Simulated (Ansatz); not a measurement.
# Direct or indirect: ZnH2S2 (C2/m)

```
Zn S H
1.0
     3.38336   -1.94928   -0.00454
     3.38336    1.94928   -0.00454
    -0.00796    0.00000    6.27672
Zn S H
1 2 2
Direct
  0.00000 0.00000 0.00000
  0.66715 0.66715 0.19103
  0.33285 0.33285 0.80897
  0.66681 0.66681 0.40719
  0.33319 0.33319 0.59281
```

Method: Ansatz, PBE, independent particles, without spin-orbit coupling, line width 0.2 eV (Gaussian). The band structure gives a fundamental gap of 2.23 eV. The spectrum of vertical transitions near the edge:

| E (eV) | Im ε, E ∥ xy | Im ε, E ∥ z |
| --- | --- | --- |
| 1.74 | 0.00 | 0.00 |
| 1.86 | 0.00 | 0.00 |
| 1.98 | 0.00 | 0.00 |
| 2.10 | 0.00 | 0.00 |
| 2.22 | 0.00 | 0.00 |
| 2.34 | 0.01 | 0.00 |
| 2.46 | 0.04 | 0.00 |
| 2.58 | 0.15 | 0.00 |
| 2.70 | 0.37 | 0.00 |
| 2.82 | 0.68 | 0.00 |
| 2.94 | 1.00 | 0.01 |
| 3.06 | 1.27 | 0.03 |
| 3.18 | 1.49 | 0.05 |
| 3.30 | 1.65 | 0.08 |
| 3.42 | 1.76 | 0.12 |
| 3.54 | 1.86 | 0.17 |
| 3.66 | 2.02 | 0.22 |
| 3.78 | 2.36 | 0.28 |
| 3.90 | 2.90 | 0.36 |

Problem. Is the gap direct or indirect, and about where do vertical transitions set in?

Solution. Indirect, by the band path, whose least direct gap is 2.65 eV. The curves fit this: they stay near zero above 2.23 eV and rise only from about 2.6 eV, though a forbidden direct transition would look alike. Lines are broadened by 0.2 eV, which spreads the edge, and phonons, which would give weak absorption from the fundamental gap up, are left out.

Cells made by substitution are models, which may or may not match a known phase.

[Logs are printed without paths, hosts, clocks, repeated set-up lines and the standing remarks that a program may print on its own settings, such as how far it seeks lower states.]
